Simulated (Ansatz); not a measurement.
**Lattice dynamics of (AlAs)2(GaAs)2 [001] superlattice, started as zinc blende**

The cell of (AlAs)2(GaAs)2 [001] superlattice, started as zinc blende is at rest. What are its phonons?

Method: DFT PBEsol, scalar-relativistic, plane waves, PAW, in Ansatz 0.2.0.

The structure was built from a prototype and need not be the compound's stable phase.

### 1. Set-up

The structure is tetragonal, space group P-4m2 (No. 115). Conventional cell: a = 4.009 Å, b = 4.009 Å, c = 11.326 Å, α = 90.00°, β = 90.00°, γ = 90.00°. Al has 4 As at 2.45 to 2.46 Å nearest. As has 4 Al at 2.46 Å nearest. As has 2 Al at 2.45 Å and 2 Ga at 2.45 Å nearest. Nearest to As lie 4 Ga at 2.45 Å. Nearest to Ga lie 4 As at 2.45 Å. Farther neighbours are not listed.

### 2. Linear response at the zone centre

The cell comes from relaxations at this level that are not shown. The zone centre is the only wavevector solved here; it holds the modes that light can see, as far as symmetry allows. The response to a homogeneous field gives the Born charges and the dielectric tensor, and its change with displacement the Raman tensors.

input.yaml reads:

```yaml
crystal:
  lattice:
    - [2.834636461, 2.834636461, 0.0]
    - [-2.834636461, 2.834636461, 0.0]
    - [0.0, 0.0, 11.3262085505]
  atoms:
    - { symbol: Al, position: [0.0, 0.0, -0.000357357] }
    - { symbol: Al, position: [0.5, 0.5, 0.250357357] }
    - { symbol: As, position: [0.5, 0.0, 0.125] }
    - { symbol: As, position: [1.0, 0.5, 0.3753647145] }
    - { symbol: As, position: [0.5, 0.0, 0.625] }
    - { symbol: As, position: [1.0, 0.5, 0.8746352855] }
    - { symbol: Ga, position: [0.0, 0.0, 0.5004066267] }
    - { symbol: Ga, position: [0.5, 0.5, 0.7495933733] }
kpoints:
  mp_grid: { grid: [8, 8, 2] }
hamiltonian:
  xc: pbesol
scf:
  occupations: { method: fixed }
output:
  eigenvalues: true
phonons:
  method: dfpt
  dielectric: true
  rigid_motions: translations
  raman: true
```

Started as:

```console
ansatz run input.yaml --threads 8 --pin off --max-ram 14336MiB --backend cpu --events-out ev --progress --plain --runs-dir out
```

Numbers of over 12 decimals in the logs are rounded to 6 here.

What it wrote:

```text
Engine: ansatz 0.2.0, aarch64-unknown-linux-gnu
Pseudopotentials: kind: paw
Pseudopotential: Al, paw, valence charge 3, recommended cutoff 420 eV (normal), Al.paw.azcp
Pseudopotential: As, paw, valence charge 15, recommended cutoff 420 eV (normal), As.paw.azcp
Pseudopotential: Ga, paw, valence charge 13, recommended cutoff 420 eV (normal), Ga.paw.azcp
Functional definition: PBEsol
  exchange = pbesol_x
  correlation = pbesol_c
Crystal: 8 atoms, lattice volume = 182.016 Å³
Basis set: ecut = 420 eV, 3549 PW (Γ), exchange–correlation on 60×60×160 points (8 copies of the dense FFT grid, shifted against one another)
Bands: 56, of which v1, the nominal top of the filled ones, is band 46 counted from 1 (45 counted from 0)
Symmetry: 8 space group operations
k-points: 68 of 128 (irreducible under 1 space group operation, time reversal used)
Non-local potential: Al, projectors of the file, l = 0: 2, l = 1: 2, l = 2: 1
Non-local potential: As, projectors of the file, l = 0: 2, l = 1: 2, l = 2: 3, l = 3: 1
Non-local potential: Ga, projectors of the file, l = 0: 2, l = 1: 2, l = 2: 3, l = 3: 1
PAW form: soft (Blöchl's): semilocal exchange-correlation on the pseudo side does not see the compensation charge
PAW frozen core: Al, regenerated for the run's functional, and the local potential with it (the file was generated under x = pbe(κ = 0.804, μ = 0.219515), c = pbe(β = 0.066725))
PAW frozen core: As, regenerated for the run's functional, and the local potential with it (the file was generated under x = pbe(κ = 0.804, μ = 0.219515), c = pbe(β = 0.066725))
PAW frozen core: Ga, regenerated for the run's functional, and the local potential with it (the file was generated under x = pbe(κ = 0.804, μ = 0.219515), c = pbe(β = 0.066725))
PAW one-centre angular grid: Al, 110 points (default); XC on 64 Gauss nodes
PAW one-centre angular grid: As, 590 points (default); XC on 64 Gauss nodes
PAW one-centre angular grid: Ga, 590 points (default); XC on 64 Gauss nodes
Initial density: superposition of atomic densities (neutral atoms: chi_scale 0, normalization atom), corrected by the library's trained network
Initial wavefunctions: pseudopotential atomic-orbital guess
Functional: x = pbesol(κ = 0.804, μ = 0.123457), c = pbesol(β = 0.046)
SCF iter   1: F=—  HF=-27790.593693 eV  |F-HF|=—  |Δ(HF+E_count)|=         —  Δρ=2.99e-3  dr2=2.90e-2  ethr=1.77e-3  ⟨swp⟩=4.7  Hψ=12207  notcnv=0  defer=452
preconditioner: auto → Resta (q_TF=auto, 2.435 Å⁻¹)  ε∞=3.5  [insulator: Δε(μ)=1.055 eV  Ē_g=12.495 eV  n_scr=48 (ndim 8)  ℏωp=19.8 eV  f_vac=0.039  ε∞_Penn≈3.5]
SCF iter   2: F=—  HF=-27790.583452 eV  |F-HF|=—  |Δ(HF+E_count)|=   1.02e-2  Δρ=1.63e-3  dr2=7.81e-3  ethr=3.15e-5  ⟨swp⟩=3.0  Hψ=7610  notcnv=0  defer=544
SCF iter   3: F=—  HF=-27790.582470 eV  |F-HF|=—  |Δ(HF+E_count)|=   9.82e-4  Δρ=5.40e-4  dr2=1.03e-3  ethr=8.49e-6  ⟨swp⟩=2.9  Hψ=5361  notcnv=0  defer=544
SCF iter   4: F=—  HF=-27790.582500 eV  |F-HF|=—  |Δ(HF+E_count)|=   2.94e-5  Δρ=2.10e-4  dr2=1.35e-4  ethr=1.12e-6  ⟨swp⟩=2.0  Hψ=5419  notcnv=0  defer=544
SCF iter   5: F=—  HF=-27790.582495 eV  |F-HF|=—  |Δ(HF+E_count)|=   4.81e-6  Δρ=1.16e-4  dr2=1.98e-5  ethr=1.47e-7  ⟨swp⟩=2.0  Hψ=5282  notcnv=0  defer=325
SCF iter   6: F=—  HF=-27790.582515 eV  |F-HF|=—  |Δ(HF+E_count)|=   2.04e-5  Δρ=2.36e-5  dr2=9.34e-7  ethr=2.15e-8  ⟨swp⟩=2.0  Hψ=5283  notcnv=0  defer=295
SCF iter   7: F=—  HF=-27790.582516 eV  |F-HF|=—  |Δ(HF+E_count)|=   5.09e-7  Δρ=6.04e-6  dr2=9.22e-8  ethr=1.02e-9  ⟨swp⟩=2.0  Hψ=6186  notcnv=0  defer=293
SCF iter   8: F=—  HF=-27790.582516 eV  |F-HF|=—  |Δ(HF+E_count)|=   4.37e-8  Δρ=1.99e-6  dr2=7.17e-9  ethr=1.00e-10  ⟨swp⟩=2.0  Hψ=6643  notcnv=0  defer=293
SCF iter   9: F=—  HF=-27790.582516 eV  |F-HF|=—  |Δ(HF+E_count)|=   1.04e-8  Δρ=7.33e-7  dr2=6.66e-10  ethr=7.79e-12  ⟨swp⟩=2.0  Hψ=6643  notcnv=0  defer=293
SCF iter  10: F=—  HF=-27790.582516 eV  |F-HF|=—  |Δ(HF+E_count)|=  4.58e-10  Δρ=1.81e-7  dr2=1.36e-10  ethr=1.00e-12  ⟨swp⟩=13.1  Hψ=24061  notcnv=0
SCF iter  11: F=-27790.582516 eV  HF=-27790.582516 eV  |F-HF|=1.82e-11  |Δ(HF+E_count)|=  2.18e-11  Δρ=7.60e-8  dr2=1.49e-11  ethr=1.00e-12  ⟨swp⟩=5.1  Hψ=16600  notcnv=0
SCF 1 converged in 11 iterations: F = -27790.582516 eV  dr2 = 1.49e-11
  greatest PAW one-centre occupation: 0.999 electrons in one spin orbital (limit 2), on the As atom at site 4 (counted from 0), in its partial waves of l = 2
DFPT response loops at Γ: preconditioner auto → Resta (q_TF=auto, 2.435 Å⁻¹)  ε∞=7.5 (no band partly filled); β = 1.00, the filter's whole step (`scf.mixing.beta` (0.50) is not read by the response loops at its default; to damp them type it under 1.00, their step now; it binds the ground state too); Broyden in place of MSR1
── the response to a field inside a basis, on 14×14×6 k-points: an SCF that follows is theirs, and a resumed run solves both again ──
Bands: 47, of which v1, the nominal top of the filled ones, is band 46 counted from 1 (45 counted from 0)
k-points: 84
Initial density: handed on by an earlier stage of this run
Initial wavefunctions: pseudopotential atomic-orbital guess (no wavefunctions were taken with the density)
Eigensolver: Dense (84 Hₖ)
SCF iter   1: F=—  HF=-27790.287425 eV  |F-HF|=—  |Δ(HF+E_count)|=         —  Δρ=4.56e-4  dr2=2.23e-4  ethr=1.00e-1
[...]
k-point 2: bands = [... 42 lower, 5.6521, 5.9255, 6.7499, 7.0541, 8.7148, 9.0585, 9.5897, 9.8528, ... 6 higher]
  k-point 67: bands = [... 42 lower, 4.2557, 4.2910, 4.3145, 4.3373, 9.2585, 9.4877, 9.5817, 9.8120, ... 6 higher]
--- Phonons (Γ-DFPT): 10 representative perturbations + reference, on 68 of 128 k-points (Σ response iterations 36) ---
  k mesh reduced under 1 symmetry operation, with k and −k counted as one. Each operation leaves every solved perturbation unchanged. A smaller set is not considered because the run solves the response to a homogeneous field
  ASR residual: 4.283e-5 → 0.000e0 eV/Å²; symmetrization residual: 2.203e-5 eV/Å²
  ASR residual per site (eV/Å²): 2.77e-5 2.77e-5 3.20e-5 2.75e-5 1.00e-5 2.75e-5 4.28e-5 4.28e-5
  Γ frequencies (cm⁻¹): 0.00 0.00 0.00 69.33 69.33 73.10 73.10 85.48 85.48 135.17 137.50 212.66 244.80 244.80 252.65 253.63 253.63 266.51 332.19 332.19 348.81 348.81 368.73 383.69
  ε∞ (high-frequency dielectric tensor):
       11.456644     0.000000     0.000000
        0.000000    11.456644     0.000000
        0.000000     0.000000    11.332284
  ε⁰ (static dielectric tensor: ions relaxed, cell fixed):
       13.471045     0.000000    -0.000000
        0.000000    13.471045     0.000000
       -0.000000     0.000000    13.355284
  ε⁰ − ε∞ (ionic part):
        2.014401     0.000000    -0.000000
        0.000000     2.014401     0.000000
       -0.000000     0.000000     2.023000
  softest optical mode at Γ: 69.33 cm⁻¹; the repairs (sum rule, projections) moved no ω² at Γ by more than (2.37 cm⁻¹)²
  Born effective charges Z* (e; rows j = field, columns β = displacement):
    site 0:
         2.06347   -0.05414   -0.00000
        -0.05414    2.06347   -0.00000
         0.00000   -0.00000    2.29391
    site 1:
         2.06347    0.05414    0.00000
         0.05414    2.06347   -0.00000
         0.00000   -0.00000    2.29391
    site 2:
        -2.21253    0.00000   -0.00000
         0.00000   -2.21253    0.00000
        -0.00000    0.00000   -2.43327
    site 3:
        -2.12472   -0.02012    0.00000
        -0.02012   -2.12472    0.00000
        -0.00000    0.00000   -2.16237
    site 4:
        -2.02620   -0.00000    0.00000
        -0.00000   -2.02620    0.00000
         0.00000    0.00000   -1.80857
    site 5:
        -2.12472    0.02012   -0.00000
         0.02012   -2.12472    0.00000
         0.00000    0.00000   -2.16237
    site 6:
         2.18061    0.04871    0.00000
         0.04871    2.18061   -0.00000
        -0.00000   -0.00000    1.98939
    site 7:
         2.18061   -0.04871   -0.00000
        -0.04871    2.18061   -0.00000
        -0.00000   -0.00000    1.98939
  Z* charge neutrality: 4.432e-2 e pre-enforcement
  solved inside a basis spanned on kpoints, on 14×14×6 k-points transformed towards the longest dipole: ε∞ is read to err by 8.2e-2, Z* by 3.3e-2 e (field_mesh: kpoints solves on kpoints); Z* is corrected for what the basis lacks
  Raman tensors (in the event stream and the table raman_tensors.tsv): an entry may err by 2.2e0 Å², one of the second-order susceptibility by 1.4e1 pm/V (basis, points and sum rule); their sum over the sites missed zero by 1.209e-3 Å² ahead of its enforcement
  optical modes at Γ without the LO–TO term, one row a degenerate level:
      ω (cm⁻¹)  modes    IR ((D/Å)²/amu)  static Raman (Å⁴/amu)  depolarisation
         69.33      2             0.0164                12.7032           0.750
         73.10      2             0.0630                 1.4186           0.750
         85.48      2             0.0068                 4.8991           0.750
        135.17      1             0.0000                54.1414           0.005
        137.50      1             0.1152                 1.4228           0.750
        212.66      1             0.0054                 1.8479           0.750
        244.80      2             1.3166               264.3892           0.750
        252.65      1             0.0000                21.4187           0.054
        253.63      2             7.2994               561.9209           0.750
        266.51      1             5.9299               625.8735           0.750
        332.19      2             1.1615               226.5273           0.750
        348.81      2            22.1106              1038.5582           0.750
        368.73      1            11.2774               234.2836           0.750
        383.69      1             0.0000                 7.0771           0.749
  optical modes at Γ + LO–TO along q̂ = [1.0000, 0.0000, 0.0000]:
      ω (cm⁻¹)  modes    IR ((D/Å)²/amu)  static Raman (Å⁴/amu)  depolarisation
         69.33      1             0.0082                 6.3516           0.750
         69.38      1             0.0053                 7.4087           0.750
         73.10      1             0.0315                 0.7093           0.750
         73.29      1             0.0232                 0.1630           0.750
         85.48      1             0.0034                 2.4495           0.750
         85.50      1             0.0025                 2.8546           0.750
        135.17      1             0.0000                54.1414           0.005
        137.50      1             0.1152                 1.4228           0.750
        212.66      1             0.0054                 1.8479           0.750
        244.80      1             0.6583               132.1946           0.750
[...]
optical modes at Γ + LO–TO along q̂ = [0.0000, 1.0000, 0.0000]:
      ω (cm⁻¹)  modes    IR ((D/Å)²/amu)  static Raman (Å⁴/amu)  depolarisation
[...]
optical modes at Γ + LO–TO along q̂ = [0.0000, 0.0000, 1.0000]:
      ω (cm⁻¹)  modes    IR ((D/Å)²/amu)  static Raman (Å⁴/amu)  depolarisation
[...]
244.80      2             1.3166               264.3892           0.750
        252.65      1             0.0000                21.4187           0.054
        253.63      2             7.2994               561.9209           0.750
        275.99      1             4.1097               975.0064           0.750
        332.19      2             1.1615               226.5273           0.750
        348.81      2            22.1106              1038.5582           0.750
        383.69      1             0.0000                 7.0771           0.749
        385.54      1            13.1377              1073.9210           0.750
[key lines of the parts left out:]
SCF converged after 11 iterations
Free energy (F): -27790.582516 eV
Fermi energy:    7.101172 eV
```

Run time: 18 min. Hardware: 8 threads of Arm Neoverse V2, shared host; peak memory 4.3 GiB; 2.3 h of CPU time.

In the SCF lines HF is the Harris–Foulkes energy and dr2 the Hartree energy of the density residual, in eV; the loop may stop once dr2 is under the threshold and the program's other checks hold. Hψ counts applications of the Hamiltonian.

Numbers from this step:

- gap on the k-mesh: 1.068 eV
- volume per atom: 22.75 Å³
- sum-rule residual before enforcement: 4.28e-5 eV/Å²
- miss of the charge sum rule: 0.04432 e
- estimated error of the dielectric tensor: 0.08201
- estimated error of the Born charges: 0.03296 e
- point group: -42m
- highest optical mode at the zone centre (no LO-TO term): 383.7 cm⁻¹
- lowest optical zone-centre mode: 69.33 cm⁻¹
- mean high-frequency dielectric constant: 11.42
- largest Born charge (third of the trace): -2.286 e
- mean static dielectric constant: 13.43
- top of the zone-centre spectrum with the field: 385.5 cm⁻¹

Without the LO-TO term. Patterns of degenerate modes are one choice out of their space. Modes at Γ, with each element's share of the kinetic energy:

```csv
mode,frequency (cm⁻¹),symmetry,Al %,As %,Ga %
1,0.0,acoustic,11,61,28
2,0.0,acoustic,11,61,28
3,0.0,acoustic,11,61,28
4,69.3,E,2,47,51
5,69.3,E,2,47,51
6,73.1,E,16,61,23
7,73.1,E,16,61,23
8,85.5,E,25,70,5
9,85.5,E,25,70,5
10,135.2,A1,6,64,30
11,137.5,B2,10,71,19
12,212.7,B2,0,100,0
13,244.8,E,0,55,45
14,244.8,E,0,55,45
15,252.7,A1,3,27,70
16,253.6,E,0,52,48
17,253.6,E,0,52,48
18,266.5,B2,0,48,52
19,332.2,E,73,27,0
20,332.2,E,73,27,0
21,348.8,E,73,27,0
22,348.8,E,73,27,0
23,368.7,B2,79,21,1
24,383.7,A1,91,9,0
```

Displacements in mode 5 (69.3 cm⁻¹), the largest set to 1:
```
Al1 -0.01  0.32  0.00
Al2  0.12 -0.34  0.00
As3  0.32 -0.06  0.00
As4  0.40 -0.68  0.00
As5 -0.82  0.16  0.00
As6  0.15  0.57  0.00
Ga7  0.15 -0.98  0.00
Ga8 -0.25  1.00  0.00
```

Displacements in mode 6 (73.1 cm⁻¹), the largest set to 1:
```
Al1  0.98 -0.13  0.00
Al2  0.97  0.00  0.00
As3  1.00 -0.07  0.00
As4  0.11  0.74  0.00
As5 -0.69  0.05  0.00
As6  0.22 -0.77  0.00
Ga7 -0.73  0.11  0.00
Ga8 -0.72 -0.01  0.00
```

Optical modes at the zone centre, without and with the macroscopic field of the longitudinal modes; each column is sorted by frequency, so a row need not hold one and the same mode. Modes with and without the field, by row:

```csv
rank among optical modes,no field (cm⁻¹),"q along (1, 0, 0) (cm⁻¹)","q along (0, 0, 1) (cm⁻¹)"
1,69.3,69.3,69.3
2,69.3,69.4,69.3
3,73.1,73.1,73.1
4,73.1,73.3,73.1
5,85.5,85.5,85.5
6,85.5,85.5,85.5
7,135.2,135.2,135.2
8,137.5,137.5,137.8
9,212.7,212.7,212.7
10,244.8,244.8,244.8
11,244.8,245.4,244.8
12,252.7,252.7,252.7
13,253.6,253.6,253.6
14,253.6,260,253.6
15,266.5,266.5,276
16,332.2,332.2,332.2
17,332.2,332.6,332.2
18,348.8,348.8,348.8
19,348.8,366.1,348.8
20,368.7,368.7,383.7
21,383.7,383.7,385.5
```

Born charge (rows field, columns displacement) (e), principal values of the symmetric part by kind of site:

```csv
atom,atoms with these values,low,middle,high,mean
Al1,2,2.01,2.12,2.29,2.14
As3,1,-2.43,-2.21,-2.21,-2.29
As4,2,-2.16,-2.14,-2.10,-2.14
As5,1,-2.03,-2.03,-1.81,-1.95
Ga7,2,1.99,2.13,2.23,2.12
```

In full for Ga7:

```
2.18 0.05 0.00
0.05 2.18 0.00
0.00 0.00 1.99
```

High-frequency dielectric tensor:

```
11.46  0.00  0.00
 0.00 11.46  0.00
 0.00  0.00 11.33
```

Static dielectric tensor (ions relaxed, fixed cell):

```
13.47  0.00  0.00
 0.00 13.47  0.00
 0.00  0.00 13.36
```

Transverse modes. Infrared lines, with heights relative to the strongest:

```csv
position (cm⁻¹),relative intensity
69,0.1
73,0.3
86,0.0
135,0.0
138,0.5
213,0.0
245,6.0
253,0.0
254,33
266,27
332,5.3
349,100
369,51
384,0.0
```

Activity x (w_L - w)^4 (n + 1)/w, 532 nm, 300 K; the tensors are static ones, while 532 nm light lies above the computed direct gap, where resonance would change the heights; modes without the macroscopic field alone. Raman lines, with heights relative to the strongest:

```csv
position (cm⁻¹),relative intensity
69,19
73,1.9
86,4.9
135,24
138,0.6
213,0.4
245,44
253,3.4
254,88
266,90
332,23
349,100
369,21
384,0.6
```

Static second-order susceptibility (pm/V), twice the coefficient d of second-harmonic generation. Second order susceptibility, by row:

```csv
field along,xx,yy,zz,yz,xz,xy
x,0,0,0,166.4,0,0
y,0,0,0,0,166.4,0
z,0,0,0,0,0,166.4
```

Before it was imposed, the acoustic sum rule was missed by 4.3e-5 eV/Å² and the charge sum rule by 0.044 e. The charge miss is large and points to the mesh or the basis. The lowest optical mode is real, 69.3 cm⁻¹.

The log warns of the k mesh: “the force constants stand on the 8×8×2 k-mesh, whose period is 7.85 times the interband length at k = (0.0000, 0.0000, 0.0000), direct gap 1.068 eV, under 14: take them and everything formed from them as unconverged”.

### 3. Another isotope

An isotope changes the mass and not the force constants, so no new electronic calculation is needed; the shifts show which modes move this element.

The same force constants with the mass of Ga changed from 69.723 to 70.925 u (phonopy, no LO-TO term). Both lists are sorted by frequency; levels can cross, so a row need not hold one and the same mode. Modes under 3 cm⁻¹ are left out. Isotope shifts, by row:

```csv
q,rank,natural mass (cm⁻¹),changed mass (cm⁻¹)
0 0 0,4,69.33,69.03
0 0 0,5,69.33,69.03
0 0 0,6,73.1,72.96
0 0 0,7,73.1,72.96
0 0 0,8,85.48,85.45
0 0 0,9,85.48,85.45
0 0 0,10,135.2,134.8
0 0 0,11,137.5,137.3
0 0 0,12,212.7,212.7
0 0 0,13,244.8,243.9
0 0 0,14,244.8,243.9
0 0 0,15,252.7,251.1
0 0 0,16,253.6,252.6
0 0 0,17,253.6,252.6
0 0 0,18,266.5,265.3
0 0 0,19,332.2,332.2
0 0 0,20,332.2,332.2
0 0 0,21,348.8,348.8
0 0 0,22,348.8,348.8
0 0 0,23,368.7,368.7
0 0 0,24,383.7,383.7
```

A mode of this element alone would shift by -0.85 %. The highest zone-centre frequency without the field goes from 383.7 to 383.7 cm⁻¹ (+0.0 %). The product of the frequency ratios over all optical modes at Γ is 0.957; the product rule, (m/m′)^(3k/2) (M′/M)^(3/2) with k = 2 such atoms and M the mass of the cell, gives 0.957.

### 4. Outcome

| Item | Value |
| --- | --- |
| space group (within 0.01 Å) | P-4m2 |
| volume per atom | 22.8 Å³ |
| gap on the k-mesh | 1.07 eV |
| highest optical mode at the zone centre (no LO-TO term) | 384 cm⁻¹ |
| top of the zone-centre spectrum with the field | 386 cm⁻¹ |
| lowest optical zone-centre mode | 69.3 cm⁻¹ |
| mean high-frequency dielectric constant | 11.4 |
| mean static dielectric constant | 13.4 |
| largest Born charge (third of the trace) | -2.29 e |
| imaginary modes at Γ (the only wavevector solved) | none |

In words: The structure is stable against zone-centre distortions, since no mode there is imaginary; other wavevectors were not solved, so zone-boundary instabilities are untested. Without the field, the optical modes at Γ span 69 to 384 cm⁻¹. No dispersion was computed. The highest mode in this list at Γ, 383.7 cm⁻¹, is mostly motion of Al (91 % of the kinetic energy). With the macroscopic field of the longitudinal modes the top of the zone-centre spectrum lies at 386 cm⁻¹, against 384 cm⁻¹ without it. Lattice motion raises the mean dielectric constant from 11.42 to 13.43. The strongest infrared line is at 349 cm⁻¹. Averaged over orientations, the strongest Raman line at 532 nm and 300 K is at 349 cm⁻¹, among the modes without the field; their longitudinal partners can be Raman active too. The tensors are the static, non-resonant ones, while 532 nm light (2.33 eV) lies above the computed gap. With the field response the log warns that the k mesh is coarse for the force constants too, so the frequencies may not be converged. The starting cell was built on a prototype and not taken from a measurement, so the phase need not exist. These are harmonic frequencies at zero temperature: anharmonic shifts, linewidths and thermal expansion are left out.

[Logs are printed without paths, hosts, clocks, repeated set-up lines and the standing remarks that a program may print on its own settings, such as how far it seeks lower states.]

[Hosts, paths, dates, database ids (printed as entryN), source tags and the programs' standing remarks are cut or masked in the printed files.]
